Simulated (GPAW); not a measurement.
## A GW chain in GPAW: NaAsF6 (R-3)

Aim: the G0W0 gap of NaAsF6 (R-3) on LDA, step by step.

Program: GPAW 26.7.0. Level of theory: LDA and many-body steps on it, plane waves. Results are calculated unless marked as measured.

### 1. The structure

The structure is trigonal, space group R-3 (No. 148). Conventional cell: a = 5.097 Å, b = 5.097 Å, c = 14.122 Å, α = 90.00°, β = 90.00°, γ = 120.00°. Nearest to Na lie 6 F at 2.28 Å. As has 6 F at 1.74 Å nearest. Nearest to F lie 1 As at 1.74 Å and 1 Na at 2.28 Å. Farther neighbours and most contacts between anions are not listed.

The cell and positions are those that the Materials Project relaxed with its own functionals (PBE, PBE+U or r2SCAN), kept fixed.

### 2. Ground state

This step: GPAW 26.7.0; DFT, LDA, plane waves, PAW.

The ground-state density comes first.

Contents of run.py:

```python
import json
import numpy as np
from gpaw.mpi import world
from ase import Atoms
from gpaw import GPAW, PW, FermiDirac

atoms = Atoms(['Na', 'As', 'F', 'F', 'F', 'F', 'F', 'F'],
    cell=[[2.5483170259, 1.4712715209, 4.7072945667],
      [-2.5483170259, 1.4712715209, 4.7072945667],
      [0.0000000000, -2.9425430418, 4.7072945667]],
    scaled_positions=[[0.5000000000, 0.5000000000, 0.5000000000],
      [0.0000000000, 0.0000000000, 0.0000000000],
      [0.3481305100, 0.0760717400, 0.7900122800],
      [0.7900122800, 0.3481305100, 0.0760717400],
      [0.0760717400, 0.7900122800, 0.3481305100],
      [0.6518694900, 0.9239282600, 0.2099877200],
      [0.2099877200, 0.6518694900, 0.9239282600],
      [0.9239282600, 0.2099877200, 0.6518694900]],
    pbc=(True, True, True))
calc = GPAW(mode=PW(600),
    xc='LDA',
    kpts={'size': (6, 6, 6), 'gamma': True},
    occupations=FermiDirac(0.001),
    nbands=-10,
    convergence={'density': 1e-6, 'bands': -3},
    maxiter=100,
    txt='gs.txt')
atoms.calc = calc
res = {'energy': atoms.get_potential_energy()}
kpts = calc.get_ibz_k_points()
res['kpts'] = kpts
res['eigenvalues'] = [calc.get_eigenvalues(kpt=k) for k in range(len(kpts))]
res['n_electrons'] = calc.get_number_of_electrons()
calc.write('gs.gpw')

if world.rank == 0:
    with open('result.json', 'w') as f:
        json.dump(res, f, default=lambda x: x.tolist())
```

Started as:

```sh
mpirun -n 4 gpaw python run.py
```

Numbers of over 12 decimals in the logs are rounded to 6 here.

What it wrote:

```text
__  _  _
 | _ |_)|_||  |
 |__||  | ||/\| - 26.7.0

Input parameters:
  mode=PW(ecut=600.0),
  convergence={'density': 1e-06, 'bands': -3},
  kpts=MonkhorstPack(size=(6, 6, 6), gamma=True),
  maxiter=100,
  nbands=-10,
  occupations=Occupations(name='fermi-dirac', width=0.001, fixmagmom=False),
  xc=XC(name='LDA')
  [... matrices ...]
Diagonalizing LCAO Hamiltonian
Converting LCAO to pw mode

            F
                 F
         F
             Na  F
         F
              F

             As

Atoms  # Å, Bohr magnetons
|   | symbol |         x |         y |        z |    initial magnetic moments |
| 0 |     Na |  0.000000 |  0.000000 | 7.060942 | ( 0.0000,  0.0000,  0.0000) |
| 1 |     As |  0.000000 |  0.000000 | 0.000000 | ( 0.0000,  0.0000,  0.0000) |
| 2 |      F |  0.693292 | -1.700528 | 5.715665 | ( 0.0000,  0.0000,  0.0000) |
| 3 |      F |  1.126055 |  1.450673 | 5.715665 | ( 0.0000,  0.0000,  0.0000) |
| 4 |      F | -1.819347 |  0.249856 | 5.715665 | ( 0.0000,  0.0000,  0.0000) |
| 5 |      F | -0.693292 |  1.700528 | 8.406218 | ( 0.0000,  0.0000,  0.0000) |
| 6 |      F | -1.126055 | -1.450673 | 8.406218 | ( 0.0000,  0.0000,  0.0000) |
| 7 |      F |  1.819347 | -0.249856 | 8.406218 | ( 0.0000,  0.0000,  0.0000) |

Unit cell  # Å
| periodic |         x |         y |        z |  lengths |    angles |
|      yes |  2.548317 |  1.471272 | 4.707295 | 5.551323 | 54.651237 |
|      yes | -2.548317 |  1.471272 | 4.707295 | 5.551323 | 54.651237 |
|      yes |  0.000000 | -2.942543 | 4.707295 | 5.551323 | 54.651237 |

Number of symmetries: 6
Symmetry operations  # r_c * U_cc + t_c -> r_c
|   | kind |            matrix            |
| 0 |  E   |  1, 0, 0,  0, 1, 0,  0, 0, 1 |
| 1 |  C3  |  0, 1, 0,  0, 0, 1,  1, 0, 0 |
| 2 |  C3  |  0, 0, 1,  1, 0, 0,  0, 1, 0 |
| 3 |  S6  |  0, 0,-1, -1, 0, 0,  0,-1, 0 |
| 4 |  S6  |  0,-1, 0,  0, 0,-1, -1, 0, 0 |
| 5 |  i   | -1, 0, 0,  0,-1, 0,  0, 0,-1 |

BZ-sampling:
  Number of BZ points: 216
  Number of IBZ points: 40

  Monkhorst-Pack size: [6, 6, 6]
  Monkhorst-Pack shift: [0.083333, 0.083333, 0.083333]

K-points  # in reciprocal-cell coordinates
|     |                                coordinates |     weight |
|   0 | (  0.00000000,   0.00000000,   0.00000000) | 0.00462963 |
|   1 | (  0.16666667,   0.00000000,  -0.16666667) | 0.02777778 |
|   2 | (  0.16666667,   0.00000000,   0.00000000) | 0.02777778 |
|   3 | (  0.16666667,   0.16666667,  -0.16666667) | 0.02777778 |
|   4 | (  0.16666667,   0.16666667,   0.00000000) | 0.02777778 |
|   5 | (  0.16666667,   0.16666667,   0.16666667) | 0.00925926 |
|   6 | (  0.33333333,  -0.16666667,  -0.33333333) | 0.02777778 |
|   7 | (  0.33333333,  -0.16666667,  -0.16666667) | 0.02777778 |
|   8 | (  0.33333333,  -0.16666667,   0.00000000) | 0.02777778 |
|   9 | (  0.33333333,  -0.16666667,   0.16666667) | 0.02777778 |
| ... |                                            |            |
|  39 | (  0.50000000,   0.50000000,   0.50000000) | 0.00462963 |

Plane wave coefficients: 3570
Cutoff: 600.0 eV

Spin-components: 1 (collinear spins)
Bands:           37
Projectors:      40
Spin-degeneracy: 2
Datatype:        complex128

  Storage: CPU
  Wave functions: 83_566_720 bytes (20_891_680 per core)
  Projectors: 72_273_920 bytes (18_068_480 per core)
  [... matrices ...]
Parallelization:
  kpt:    4
  domain: 1
  band:   1

Density:
  Valence electrons: 54.0
  Components: 1
  Grid points: [32 32 32]
  Charge: 0.0  # |e|

Potential:
  Grid points: [32 32 32]

species:
  Na:
    name:    Sodium
    Z:       11.0
    valence: 7
    core:    4
    charge:  0.0  # [|e|]
    compensation charges:
      type: gauss
      rc: 0.37  # [Å]
      lmax: 2
    cutoffs:
      filter: 2.17  # [Å]
      core: 2.59  # [Å]
    projectors
    | kind |    occ | energy [eV] | rcut [Å] |
    |   3s |  1.000 |      -2.819 |    1.201 |
    |   2p |  6.000 |     -28.826 |    1.217 |
    |   3p |  0.000 |      -0.774 |    1.217 |
    |    s |        |      24.392 |    1.201 |
    |    d |        |       0.000 |    1.238 |

    Using partial waves for Na as LCAO basis

  As:
    name:    Arsenic
    Z:       33.0
    valence: 5
    core:    28
    charge:  0.0  # [|e|]
    compensation charges:
      type: gauss
      rc: 0.33  # [Å]
      lmax: 2
    cutoffs:
      filter: 1.87  # [Å]
      core: 2.96  # [Å]
    projectors
    | kind |    occ | energy [eV] | rcut [Å] |
    |   4s |  2.000 |     -14.691 |    1.058 |
    |   4p |  3.000 |      -5.342 |    1.058 |
    |    s |        |      12.520 |    1.058 |
    |    p |        |      21.869 |    1.058 |
    |    d |        |       0.000 |    1.058 |

    Using partial waves for As as LCAO basis

  F:
    name:    Fluorine
    Z:       9.0
    valence: 7
    core:    2
    charge:  0.0  # [|e|]
    compensation charges:
      type: gauss
      rc: 0.20  # [Å]
      lmax: 2
    cutoffs:
      filter: 1.14  # [Å]
      core: 0.74  # [Å]
    projectors
    | kind |    occ | energy [eV] | rcut [Å] |
    |   2s |  2.000 |     -29.647 |    0.635 |
    |   2p |  5.000 |     -11.293 |    0.635 |
    |    s |        |      -2.435 |    0.635 |
    |    p |        |      15.918 |    0.635 |
    |    d |        |       0.000 |    0.635 |

    Using partial waves for F as LCAO basis

Reference energy: -82012.369121  # eV

eigensolver:
  PPCG
  Converge bands: -3
  niter=2

density mixing:
  MSR1-Mixer
  Pratt-step length: 0.05
  Maximum mixing coefficient: 0.75
  Old densities: 10
  SVD Regularization: 0.005
  Good broyden scale: 1.0
  Trust region scale: 1.0
  Backstep threshold: 4.0
  History deletion threshold: 6.0
  Fourier metric: weight=20.0, sigma=0.015

occupation numbers:
  Fermi-Dirac:
    width: 0.0010  # eV

poisson solver:
  ecut: 4800.0  # eV

xc functional:
  name: None

Initialization done in: 2.690 s

convergence criteria:
- Maximum integral of absolute [dens]ity change: 1e-06 electrons / valence electron
- Maximum [total energy] change in last 3 cyles: 0.0005 eV / valence electron
- Maximum integral of absolute [eigenst]ate change: 4e-08 eV^2 / valence electron
maximum number of iterations: 100

SCF iterations
|iter     |     time |      energy | eigst |  dens |
|iter:   1|  |  -42.953402 | +0.31 |       |
|iter:   2|  |  -42.082962 | -0.52 | -1.05 |
|iter:   3|  |  -39.328614 | -0.24 | -1.10 |
|iter:   4|  |  -39.294004 | -1.22 | -1.64 |
|iter:   5|  |  -39.285978 | -1.42 | -1.97 |
|iter:   6|  |  -39.285918c| -1.87 | -3.13 |
|iter:   7|  |  -39.285918c| -2.36 | -3.54 |
|iter:   8|  |  -39.285918c| -2.77 | -4.04 |
|iter:   9|  |  -39.285918c| -2.88 | -5.07 |
|iter:  10|  |  -39.285918c| -3.13 | -5.73 |
|iter:  11|  |  -39.285918c| -3.32 | -6.32c|
|iter:  12|  |  -39.285918c| -3.53 | -7.14c|
|iter:  13|  |  -39.285918c| -3.83 | -7.94c|
|iter:  14|  |  -39.285918c| -4.10 | -8.61c|
|iter:  15|  |  -39.285918c| -4.59 | -9.51c|
|iter:  16|  |  -39.285918c| -4.98 |-10.07c|
|iter:  17|  |  -39.285918c| -5.45 |-10.93c|
|iter:  18|  |  -39.285918c| -5.78 |-11.49c|
|iter:  19|  |  -39.285918c| -6.13 |-12.10c|
|iter:  20|  |  -39.285918c| -6.54 |-12.71c|
|iter:  21|  |  -39.285918c| -6.89 |-13.15c|
|iter:  22|  |  -39.285918c| -7.31 |-13.64c|
|iter:  23|  |  -39.285918c| -7.58c|-13.91c|

Converged in 23 steps
SCF loop duration: 43.743 s (1.902 s/step)
Energy contributions relative to reference atoms: (reference = -82012.369121)
  [... matrices ...]
Energy contributions:
  Kinetic:          55.731841
  Coulomb:         -51.273077
  Zero:              1.296779
  External:          0.000000
  Xc:              -45.041461
  Entropy:          -0.000000
  Spinorbit:         0.000000
  ----------------------------
  Free energy:     -39.285918
  Extrapolated:    -39.285918

dipole moment: (-0.000000, -0.000000, -45.943624)  # |e|*Ang

Fermi level: -0.359
Eigenvalues  # (at kpt = [0.000, 0.000, 0.000])
| band index |      eig [eV] | occ [0-2] |
|          0 |       -24.581 |     2.000 |
|        ... |               |           |
|         19 |        -3.208 |     2.000 |
|         20 |        -3.208 |     2.000 |
|         21 |        -3.044 |     2.000 |
|         22 |        -2.946 |     2.000 |
|         23 |        -2.946 |     2.000 |
|         24 |        -2.843 |     2.000 |
|         25 |        -2.551 |     2.000 |
|         26 |        -2.551 |     2.000 |
|         27 |         2.994 |     0.000 |
[...]
|         31 |         9.714 |     0.000 |
|         32 |        12.225 |     0.000 |
|         33 |        12.405 |     0.000 |
|         34 |        13.058 |     0.000 |
|        ... |               |           |
|         36 |        13.426 |     0.000 |

Gap: 5.466 eV
Transition (v -> c):
  (s=0, k=36, n=26, [0.50, 0.50, 0.00]) -> (s=0, k=0, n=27, [0.00, 0.00, 0.00])
Direct/indirect transitions are different
Direct gap: 5.545 eV
Transition at: (s=0, k=0, n=26, [0.00, 0.00, 0.00])
# Writing to gs.gpw (mode='')
  [... matrices ...]
```

It took 48 s on 4 MPI ranks of Arm Neoverse V1, shared host; peak memory 0.92 GiB.

Numbers from this step:

```
total energy               : -39.29 eV
gap                        : 5.466 eV
k of the valence top       : 0.5, 0.5, 0
k of the conduction bottom : 0, 0, 0
least direct gap           : 5.545 eV
```

The gap is indirect, with the least direct gap 0.08 eV higher.

### 3. Empty states on the mesh, 2×2×2 mesh, 366 bands

The sums over transitions need many empty states on a uniform mesh; this step solves for them.

Contents of run.py:

```python
import json
import numpy as np
from gpaw.mpi import world
from gpaw import GPAW

calc = GPAW('gs.gpw').fixed_density(kpts={'size': (2, 2, 2), 'gamma': True},
    parallel={'domain': 1, 'band': 1},
    txt='nscf.txt')
calc.diagonalize_full_hamiltonian(nbands=366)
calc.write('full.gpw', mode='all')
res = {}
kpts = calc.get_ibz_k_points()
res['kpts'] = kpts
res['eigenvalues'] = [calc.get_eigenvalues(kpt=k) for k in range(len(kpts))]
res['n_electrons'] = calc.get_number_of_electrons()

if world.rank == 0:
    with open('result.json', 'w') as f:
        json.dump(res, f, default=lambda x: x.tolist())
```

Started as:

```sh
mpirun -n 4 gpaw python run.py
```

What it wrote:

```text
Diagonalizing LCAO Hamiltonian
Converting LCAO to pw mode
convergence criteria:
- Maximum integral of absolute [eigenst]ate change: 4e-08 eV^2 / valence electron
maximum number of iterations: 100

SCF iterations
|iter     |     time |      energy | eigst |  dens |
|iter:   1|  |             | +0.52 |       |
|iter:   2|  |             | -0.70 |       |
|iter:   3|  |             | -0.98 |       |
[...]
|iter:  26|  |             | -7.14 |       |
|iter:  27|  |             | -7.40 |       |
|iter:  28|  |             | -7.67c|       |
SCF steps: 28
  __  _  _
 | _ |_)|_||  |
 |__||  | ||/\| - 26.7.0

Input parameters:
  mode=PW(ecut=600.0),
  convergence={'density': 1e-06, 'bands': -3},
  gpts=array([32, 32, 32]),
  kpts=MonkhorstPack(size=(2, 2, 2), gamma=True),
  maxiter=100,
  nbands=37,
  occupations=Occupations(name='fermi-dirac', width=0.001, fixmagmom=False),
  parallel={'domain': 1, 'band': 1},
  xc=XC(name='LDA')
Matrix size: 3529x3529
# Writing to full.gpw (mode='all')
  [... matrices ...]

timing:  # [seconds]
  Total: 39.868  # ━━━━━━━━━━━━━━━━━━━━━━━━━━━━━━━━━━━━━━━━━━━━━━━━━━━━━━━━━━
```

Run time: 49 s. Hardware: 4 MPI ranks; peak memory 4 GiB.

This step gave:

```yaml
gap: 5.466 eV
k_of_the_valence_top: 0.5, 0.5, 0
k_of_the_conduction_bottom: 0, 0, 0
least_direct_gap: 5.545 eV
k_points_computed: 4
lowest_point_of_the_top_converged_band_above_the_valence_top: 124.3293 eV
```

On this mesh the gap is 5.466 eV.

### 4. Screening and self-energy, 2×2×2 mesh, 165 bands, screening to 78 eV

Now the one-shot GW correction: screening in the RPA, then the self-energy of the levels asked for.

This step: G0W0 on LDA, plane waves, PAW.

Contents of run.py:

```python
import json
import numpy as np
from gpaw.mpi import world
from gpaw.response.g0w0 import G0W0

gw = G0W0('full.gpw',
    filename='gw',
    kpts=[0, 2],
    bands=(25, 29),
    ecut=78,
    nbands=165,
    integrate_gamma='WS',
    ppa=True)
gw.calculate()
res = {mode: {k: v for k, v in r.items() if k != 'sigma_eskwn'}
       for mode, r in gw.all_results.items()}

if world.rank == 0:
    with open('result.json', 'w') as f:
        json.dump(res, f, default=lambda x: x.tolist())
```

Started as:

```sh
mpirun -n 4 gpaw python run.py
```

What it wrote:

```text
Using integrator: PointIntegrator
FrequencyGridDescriptor(from 0.000+0.000j to 0.000+27.211j eV, 2 points)
Nonperiodic BCs:  [False False False]
Using integrator: PointIntegrator
FrequencyGridDescriptor(from 0.000+0.000j to 0.000+27.211j eV, 2 points)
Nonperiodic BCs:  [False False False]
  ___  _ _ _
 |   || | | |
 | | || | | |
 |__ ||_____|
 |___|

BZ k-points: Symmetries present (total): 6

  [... matrices ...]
8 k-points: 2 x 2 x 2 Monkhorst-Pack grid + [1/4,1/4,1/4]
4 k-points in the irreducible part of the Brillouin zone
       k-points in crystal coordinates                weights
   0:     0.00000000    0.00000000    0.00000000          1/8
   1:     0.50000000    0.00000000    0.00000000          3/8
   2:     0.50000000    0.50000000    0.00000000          3/8
   3:     0.50000000    0.50000000    0.50000000          1/8

Distributing spins, k-points and bands (1 x 2 x 4) over 4 processes
Number of blocks: 1

Quasi particle states:
k-points (IBZ indices): [0, 2]
Band range: (25, 29)
  [... matrices ...]
Computational parameters:
Plane wave cut-off: 78 eV
Number of bands: 165
Coulomb cutoff: None
Broadening: 0.1 eV

fxc modes: GW
Kernel: RPA
Using Godby-Needs plasmon-pole approximation:
  Fitting energy: i*E0, E0 = 1.000 Hartree
Summing all q:

Calculating screened Coulomb potential
No Coulomb truncation
FrequencyGridDescriptor(from 0.000+0.000j to 0.000+27.211j eV, 2 points)
Removing empty qpoint cache files...

Calculating chi0 body with:
    Ground state adapter containing:
    Number of spins: 1
    Number of kpoints: 8
    Number of irreducible kpoints: 4
    Number of completely occupied states: 27
    Number of partially occupied states: 27
    Occupied states memory: 13.5 M / cpu

    Linear response parametrization:
    q_c: [0.0, 0.0, 0.0]
    Number of frequency points: 2
    Planewave cutoff: 78.0
    Number of bands: 165
    Number of planewaves: 169
    Broadening (eta): 1e-06
    comm.size: 4
    kncomm.size: 4
    blockcomm.size: 1

    Memory estimate of potentially large arrays:
        chi0_wGG: 0.871613 M / cpu
Integrating chi0 body.

Symmetries of q_c:
    Direct symmetries (Uq -> q): 6
    Indirect symmetries (TUq -> q): 0
In total 6 allowed symmetries.

  [... matrices ...]
4 groups of equivalent kpoints. 50.0% reduction.

Integral kind: response function
Integrating chi0 head and wings.

Symmetries of q_c:
    Direct symmetries (Uq -> q): 6
    Indirect symmetries (TUq -> q): 0
In total 6 allowed symmetries.

  [... matrices ...]
4 groups of equivalent kpoints. 50.0% reduction.

Integral kind: response function wings

Calculating chi0 body with:
    Ground state adapter containing:
    Number of spins: 1
    Number of kpoints: 8
    Number of irreducible kpoints: 4
    Number of completely occupied states: 27
    Number of partially occupied states: 27
    Occupied states memory: 13.5 M / cpu

    Linear response parametrization:
    q_c: [0.5, 0.0, 0.0]
[... the further q-points ...]

Results:
f:      Occupation numbers
eps:     KS-eigenvalues [eV]
vxc:     KS vxc [eV]
exx:     Exact exchange [eV]
sigma:   Self-energies [eV]
dsigma:  Self-energy derivatives
Z:       Renormalization factors
qp:      QP-energies [eV]

k-point 0 (0): (0.000, 0.000, 0.000)                GW
band       f     eps     vxc     exx   sigma  dsigma       Z      qp
                                                                   GW
  25   1.000  -2.551 -24.456 -32.389   5.112  -0.218   0.821  -4.867
  26   1.000  -2.551 -24.456 -32.389   5.112  -0.218   0.821  -4.867
  27   0.000   2.994 -20.247 -14.674  -2.032  -0.142   0.876   6.095
  28   0.000   7.712 -14.585  -8.802  -2.592  -0.098   0.911  10.618

k-point 1 (2): (0.500, 0.500, 0.000)                GW
band       f     eps     vxc     exx   sigma  dsigma       Z      qp
                                                                   GW
  25   1.000  -2.570 -24.375 -32.287   5.086  -0.218   0.821  -4.891
  26   1.000  -2.472 -24.575 -32.481   5.106  -0.218   0.821  -4.771
  27   0.000   3.964 -24.434 -18.200  -1.827  -0.161   0.862   7.761
  28   0.000   8.356 -14.752  -9.142  -2.642  -0.126   0.888  10.993
```

The job ended after 17 s (4 MPI ranks; peak memory 1.6 GiB).

This step gave:

- G0W0 gap on the points computed: 10.87 eV
- least direct G0W0 gap on the computed points: 10.96 eV
- Z at the valence top: 0.8211
- Z at the conduction bottom: 0.8758
- starting gap on the mesh: 5.466 eV
- k of the valence top: 0.5, 0.5, 0
- k of the conduction bottom: 0, 0, 0

The gap on the mesh goes from 5.47 eV to 10.87 eV, a correction of +5.40 eV.

Limits: finite bands, cutoff and mesh; no spin-orbit coupling; coarse k mesh. v1 is the top filled band, c1 the lowest empty one. The levels before and after the correction (eV, zero at the valence-band top of each column):

```csv
,conduction bottom,valence top
Kohn-Sham,5.47,0.00
G0W0,10.87,0.00
```

```csv
,level,energy (eV)
Kohn-Sham,Γ v2-v1,-0.079
Kohn-Sham,Γ c1,5.466
Kohn-Sham,Γ c2,10.184
Kohn-Sham,(0.5 0.5 0) v2,-0.098
Kohn-Sham,(0.5 0.5 0) v1,0.000
Kohn-Sham,(0.5 0.5 0) c1,6.436
Kohn-Sham,(0.5 0.5 0) c2,10.828
G0W0,Γ v2-v1,-0.096
G0W0,Γ c1,10.866
G0W0,Γ c2,15.389
G0W0,(0.5 0.5 0) v2,-0.119
G0W0,(0.5 0.5 0) v1,0.000
G0W0,(0.5 0.5 0) c1,12.532
G0W0,(0.5 0.5 0) c2,15.764
```

### 5. Where the time went

Times are wall times on 4 MPI ranks of Arm Neoverse V1, shared host, good to a factor of about two.

```csv
step,time,share,memory (GiB)
ground state,48 s,42 %,0.92
empty states on the mesh,49 s,43 %,4.0
screening and self-energy,17 s,15 %,1.6
```

### 6. Results

- LDA gap: 5.47 eV, indirect
- G0W0 gap on the mesh: 10.87 eV
- GW settings: 2×2×2 mesh, 165 bands, screening to 78 eV, Godby-Needs plasmon pole
- known limits: not at the basis limit; no spin-orbit coupling; coarse k mesh

G0W0 moves the gap on the mesh from 5.47 eV to 10.87 eV (+5.40 eV), with Z of 0.82 and 0.88 at the edges. Only 2 of the mesh's irreducible points were corrected, so a valley elsewhere could overtake. Bands and cutoff are finite, so the gap is not at the basis limit. The miss can reach some tenths of an eV and take either sign; the mesh is an error of its own. These stock PAW sets were not made for GW; the filled d or f shell of As lies in the frozen core, which bears on start and correction. In the G0W0 run levels were corrected at 2 k points alone, so a gap called «on the mesh» is the least over those, and an edge elsewhere would be missed. The 2×2×2 mesh is coarse for this cell, which bears on the long-range parts of exchange and screening. The many-body steps are scalar-relativistic: spin-orbit coupling is not in them.

[Paths, hosts, dates, memory and timing lines, banners, echoed tables and standing remarks are left out of the program output.]

[Logs are printed without paths, hosts, clocks, repeated set-up lines and the standing remarks that a program may print on its own settings, such as how far it seeks lower states.]

[Runs of the session that timed out or met a known fault of the program may be left out.]

[Hosts, paths, dates, database ids (printed as entryN), source tags and the programs' standing remarks are cut or masked in the printed files.]
